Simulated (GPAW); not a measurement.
## How PbSe (Clausthalite) absorbs and reflects light

Aim: the dielectric function of PbSe (Clausthalite), and the optical constants that follow from it.

Main program and level: GPAW 26.7.0; DFT, LDA, plane-wave PAW (GPAW data sets), scalar-relativistic, RPA, optical limit.

This is a report of a sequence of runs, with most program output left out.

## (1) Set-up

The structure is cubic, space group Fm-3m (No. 225). Conventional cell: a = 6.121 Å, b = 6.121 Å, c = 6.121 Å, α = 90.00°, β = 90.00°, γ = 90.00°. Nearest to Pb lie 6 Se at 3.06 Å. Nearest to Se lie 6 Pb at 3.06 Å. Farther neighbours and most contacts between anions are not listed.

As a file:

```
Pb Se
1.0
     0.00000    3.06065    3.06065
     3.06065    0.00000    3.06065
     3.06065    3.06065    0.00000
Pb Se
1 1
Direct
  0.00000 0.00000 0.00000
  0.50000 0.50000 0.50000
```

## (2) Ground state

First the ground state: is it a metal or has it a gap?

This step: DFT, LDA, plane-wave PAW (GPAW data sets), scalar-relativistic, ground state (GPAW 26.7.0).

The input, gs.py:

```python
from ase import Atoms
from ase.dft.bandgap import bandgap
from gpaw import GPAW, PW, FermiDirac

atoms = Atoms(['Pb', 'Se'],
              cell=[[0.000000000000, 3.060650000000, 3.060650000000],
                    [3.060650000000, 0.000000000000, 3.060650000000],
                    [3.060650000000, 3.060650000000, 0.000000000000]],
              scaled_positions=[[0.000000000000, 0.000000000000, 0.000000000000],
                                [0.500000000000, 0.500000000000, 0.500000000000]],
              pbc=[True, True, True])
atoms.calc = GPAW(mode=PW(500), xc='LDA', kpts={'size': (6, 6, 6), 'gamma': True},
                  occupations=FermiDirac(0.05), maxiter=150, txt='gs.txt')
print('energy (eV)', atoms.get_potential_energy())
print('Fermi level (eV)', atoms.calc.get_fermi_level())
print('valence electrons', atoms.calc.get_number_of_electrons())
print('gap (eV)', bandgap(atoms.calc, output=None)[0])
print('direct gap (eV)', bandgap(atoms.calc, direct=True, output=None)[0])
atoms.calc.write('gs.gpw')
```

On the command line:

```console
$ OMP_NUM_THREADS=1 python gs.py
```

Wall time 7.5 s (1 thread of Arm Neoverse V1, shared host); peak memory 0.14 GiB.

Numbers from this step:

- energy: -9.696 eV
- Fermi energy: 5.842 eV
- electrons: 20

The gap, 0.14 eV, is so small that the occupations stay smeared, and the carriers that the smearing makes get a Drude term.

## (3) Bands for the response

At the fixed density, many empty bands are solved on the mesh of the response, since the spectrum sums over them.

This step: DFT, LDA, plane-wave PAW (GPAW data sets), scalar-relativistic, bands at fixed density (GPAW 26.7.0).

The input, nscf.py:

```python
from ase.dft.bandgap import bandgap
from gpaw import GPAW, FermiDirac

calc = GPAW('gs.gpw').fixed_density(kpts={'size': (10, 10, 10), 'gamma': True}, nbands=44, convergence={'bands': 38},
                                    occupations=FermiDirac(0.05), txt='nscf.txt')
print('gap (eV)', bandgap(calc, output=None)[0])
print('direct gap (eV)', bandgap(calc, direct=True, output=None)[0])
print('top band over the Fermi level (eV)', min(calc.get_eigenvalues(kpt=k)[37] for k in range(len(calc.get_ibz_k_points()))) - calc.get_fermi_level())
calc.write('full.gpw', mode='all')
```

On the command line:

```console
$ OMP_NUM_THREADS=1 python nscf.py
```

Elapsed: 99 s, on 1 thread; peak memory 0.21 GiB.

## (4) Dielectric function, RPA

Transitions between filled and empty bands, summed over the zone, give the optical response, so mesh, band count and broadening shape it.

The induced potential is part of this response.

This step: DFT, LDA, plane-wave PAW (GPAW data sets), scalar-relativistic, RPA, optical limit (GPAW 26.7.0).

The input, df.py:

```python
from gpaw.response.df import DielectricFunction

df = DielectricFunction('full.gpw', frequencies={'type': 'nonlinear', 'domega0': 0.03, 'omega2': 8},
                        ecut=50,
                        eta=0.15,
                        nbands=38,
                        rate=0.05,
                        txt='df.txt')
for direction in ['x', 'z']:
    df.get_dielectric_function(xc='RPA', direction=direction, filename=f'df_{direction}.csv')
```

On the command line:

```console
$ OMP_NUM_THREADS=1 python df.py
```

Wall time 15 s (1 thread); peak memory 0.3 GiB.

Some rows of df_x.csv (energy; Re and Im without local fields; Re and Im with them):

```text
0.000000, 38.484167, -0.000000, 36.580827, -0.000000
0.460735, 22.320720, 2.766655, 20.474191, 2.689724
0.943989, 29.243846, 4.794799, 26.983032, 4.439283
1.451455, 26.960774, 12.374105, 24.535895, 11.599923
1.984998, 35.796711, 29.355974, 32.587060, 25.656391
2.546682, -14.725664, 28.902764, -13.662099, 28.620126
3.138794, -5.837902, 20.460593, -5.144840, 19.019460
3.763875, -11.839672, 10.404818, -11.347380, 10.717946
4.424758, -5.523469, 5.223019, -5.483183, 4.999654
5.124608, -3.266315, 3.668225, -3.428682, 3.466512
5.866977, -1.563364, 2.780658, -1.976385, 2.443554
6.655862, -0.445019, 2.871496, -0.943067, 2.250458
7.495775, 0.102111, 3.655455, -0.200568, 2.444934
8.391833, -1.267526, 3.150233, -0.843014, 2.424824
9.349861, -1.070309, 2.161482, -0.863939, 1.602868
10.376517, -0.958694, 1.745981, -0.534004, 1.243381
11.479449, -0.755393, 1.512067, -0.187916, 1.174322
12.667487, -0.598580, 0.943247, -0.175064, 0.876405
13.950874, -0.321215, 0.522719, -0.173799, 0.570532
```

Sum at mesh points, not converged in k. Im ε, E ∥ x or z against photon energy; read off at these points:

```
photon energy (eV)  Im ε, E ∥ x or z
             0.500              2.41
             0.750              2.39
             1.000              5.77
             1.250              11.6
             1.500              11.6
             1.750              14.5
             2.000              26.5
             2.250              54.4
             2.281              55.7
             2.500              33.9
             2.750              19.9
             3.000              18.5
             3.250              18.0
             3.500              16.0
             3.750              11.1
             4.000              6.33
             4.250              5.42
             4.500              4.95
             4.750              3.75
             5.000              3.54
             5.250              3.18
             5.500              2.86
             5.750              2.50
             6.000              2.35
             6.250              2.51
             6.500              2.33
             6.750              2.32
             7.000              2.48
             7.250              2.22
             7.500              2.46
             7.750              2.91
             8.000              2.89
             8.250              2.35
             8.500              2.41
             8.750              2.06
             9.000              1.92
             9.250              1.72
             9.500              1.54
             9.750              1.64
            10.000              1.63
            10.250              1.26
            10.500              1.28
            10.750              1.28
            11.000              1.21
            11.250              1.06
            11.500              1.19
            11.750              1.14
            12.000              1.02
            12.250             0.986
            12.500             0.946
            12.750             0.896
            13.000              1.07
            13.250             0.920
            13.500             0.831
            13.750             0.596
```

Values under 1 per cm are given as 1; sum at mesh points, not converged in k. Table of absorption coefficient, E ∥ x or z by photon energy:

photon energy (eV), log10 absorption coefficient, E ∥ x or z (1/cm) and a bar from the least value:
```
    0.492        4.1 
    1.010        4.8 ##########
    1.486        5.2 #################
    1.985        5.6 #######################
    2.508        6.1 ##############################
    3.018        6.0 ############################
    3.510        6.1 ##############################
    3.980        6.1 ##############################
    4.516        6.1 #############################
    4.981        6.0 #############################
    5.515        6.0 ############################
    6.021        6.0 ############################
    6.494        6.0 ############################
    6.985        6.0 ############################
    7.496        5.9 ###########################
    8.026        6.1 #############################
    8.516        6.1 #############################
    9.023        6.1 #############################
    9.483        6.0 #############################
   10.026        6.1 #############################
   10.519        6.0 ############################
   11.029        6.0 ############################
   11.479        6.0 ############################
   12.023        6.0 ############################
   12.504        6.0 ############################
   13.000        6.0 #############################
   13.512        6.0 #############################
```

Sum at mesh points, not converged in k. Reflectivity at normal incidence, E ∥ x or z against photon energy; read off at these points:

```
photon energy (eV)  reflectivity at normal incidence, E ∥ x or z (%)
              0.50                                              41.3
              1.00                                              47.0
              1.50                                              47.2
              2.00                                              55.8
              2.50                                              69.7
              3.00                                              56.2
              3.50                                              63.4
              3.89                                              71.7
              4.00                                              69.2
              4.50                                              61.6
              5.00                                              56.0
              5.50                                              51.4
              6.00                                              43.0
              6.50                                              35.5
              7.00                                              33.0
              7.50                                              23.9
              8.00                                              31.7
              8.50                                              33.4
              8.64                                              35.1
              9.00                                              33.6
              9.50                                              30.9
             10.00                                              33.3
             10.10                                              35.0
             10.50                                              27.7
             11.00                                              27.9
             11.50                                              21.8
             12.00                                              25.6
             12.50                                              24.2
             13.00                                              22.6
             13.50                                              30.3
             13.60                                              32.9
```

Sum at mesh points, not converged in k. Table of Im ε, E ∥ x or z by photon energy; read off at these points:

```
photon energy (eV)  without local fields  with local fields
             0.500                  2.49               2.41
             0.750                  2.56               2.39
             1.000                  6.24               5.77
             1.250                  12.4               11.6
             1.500                  12.4               11.6
             1.750                  16.2               14.5
             2.000                  30.4               26.5
             2.250                  60.4               54.4
             2.281                  60.8               55.7
             2.500                  34.2               33.9
             2.750                  20.9               19.9
             3.000                  20.1               18.5
             3.250                  19.5               18.0
             3.500                  16.4               16.0
             3.750                  10.8               11.1
             4.000                  6.41               6.33
             4.250                  5.60               5.42
             4.500                  5.13               4.95
             4.750                  3.84               3.75
             5.000                  3.78               3.54
             5.250                  3.35               3.18
             5.500                  3.11               2.86
             5.750                  2.78               2.50
             6.000                  2.73               2.35
             6.250                  2.94               2.51
             6.500                  2.89               2.33
             6.750                  3.04               2.32
             7.000                  3.21               2.48
             7.250                  3.12               2.22
             7.500                  3.67               2.46
             7.750                  4.11               2.91
             8.000                  3.81               2.89
             8.250                  3.05               2.35
             8.500                  3.00               2.41
             8.750                  2.54               2.06
             9.000                  2.50               1.92
             9.250                  2.25               1.72
             9.500                  2.25               1.54
             9.750                  2.37               1.64
            10.000                  1.95               1.63
            10.250                  1.70               1.26
            10.500                  1.76               1.28
            10.750                  1.64               1.28
            11.000                  1.54               1.21
            11.250                  1.24               1.06
            11.500                  1.51               1.19
            11.750                  1.23               1.14
            12.000                  1.13               1.02
            12.250                  1.05              0.986
            12.500                 0.956              0.946
            12.750                 0.980              0.896
            13.000                 0.870               1.07
            13.250                 0.737              0.920
            13.500                 0.578              0.831
            13.750                 0.517              0.596
```

Sum at mesh points, not converged in k. The loss function −Im 1/ε at q → 0, E ∥ x or z by energy loss; read off at these points:

```
energy loss (eV)  loss function −Im 1/ε at q → 0, E ∥ x or z
            0.50                                     0.00542
            1.00                                     0.00716
            1.50                                      0.0151
            2.00                                      0.0148
            2.50                                      0.0252
            3.00                                      0.0522
            3.50                                      0.0475
            4.00                                      0.0585
            4.50                                      0.0930
            5.00                                       0.139
            5.50                                       0.187
            6.00                                       0.281
            6.50                                       0.347
            7.00                                       0.350
            7.50                                       0.405
            8.00                                       0.319
            8.50                                       0.355
            9.00                                       0.425
            9.50                                       0.543
           10.00                                       0.487
           10.50                                       0.689
           11.00                                       0.722
           11.40                                       0.902
           11.50                                       0.815
           12.00                                       0.891
           12.50                                       0.989
           12.75                                        1.10
           13.00                                       0.898
           13.50                                       0.985
```

Optical constants at common wavelengths, from n + ik = √ε:

```
wavelength (nm)     n      k  R (%)     1/α
           1550  4.97  0.270   44.4  457 nm
            532  5.31  5.103   67.8  8.3 nm
            450  2.63  3.757   61.4  9.5 nm
            365  2.38  3.629   61.3  8.0 nm
            308  1.04  2.997   68.4  8.2 nm
            248  0.85  2.077   56.0  9.5 nm
            193  0.83  1.387   36.9   11 nm
```

In reflection the computed colour is faintly green: x = 0.301, y = 0.338, luminous reflectivity 64 %.

## (5) What came out

In words: At this level (LDA, RPA) PbSe is a semimetal or has a tiny gap, with few carriers whose number hangs on mesh and smearing,. The mesh is too coarse to trust the carriers' weight, the reflectivity or the colour to better than tens of per cent. In reflection the computed colour is faintly green: x = 0.301, y = 0.338, luminous reflectivity 64 %. The carriers' damping of 0.05 eV is typed, not computed; it shapes the response at the lowest energies. Spin-orbit coupling is left out although heavy atoms are present. The gap is so small that the smearing puts carriers across it; at a true gap they would be absent, and excitons are missing too. GPAW's carrier term has the form −ωp²/(ω + i·rate)², which damps like twice the rate and fails at low energy, so the curves leave the lowest energies out. The sum runs over mesh points 0.18 Å⁻¹ apart with no interpolation, so peaks are partly noise of the mesh, and the Drude plasma energy, a sum over the Fermi surface, isn't converged.

[Machine, clock and banner lines and Python warnings are left out of the logs.]

[Logs are printed without paths, hosts, clocks, repeated set-up lines and the standing remarks that a program may print on its own settings, such as how far it seeks lower states.]

[Hosts, paths, dates, database ids (printed as entryN), source tags and the programs' standing remarks are cut or masked in the printed files.]
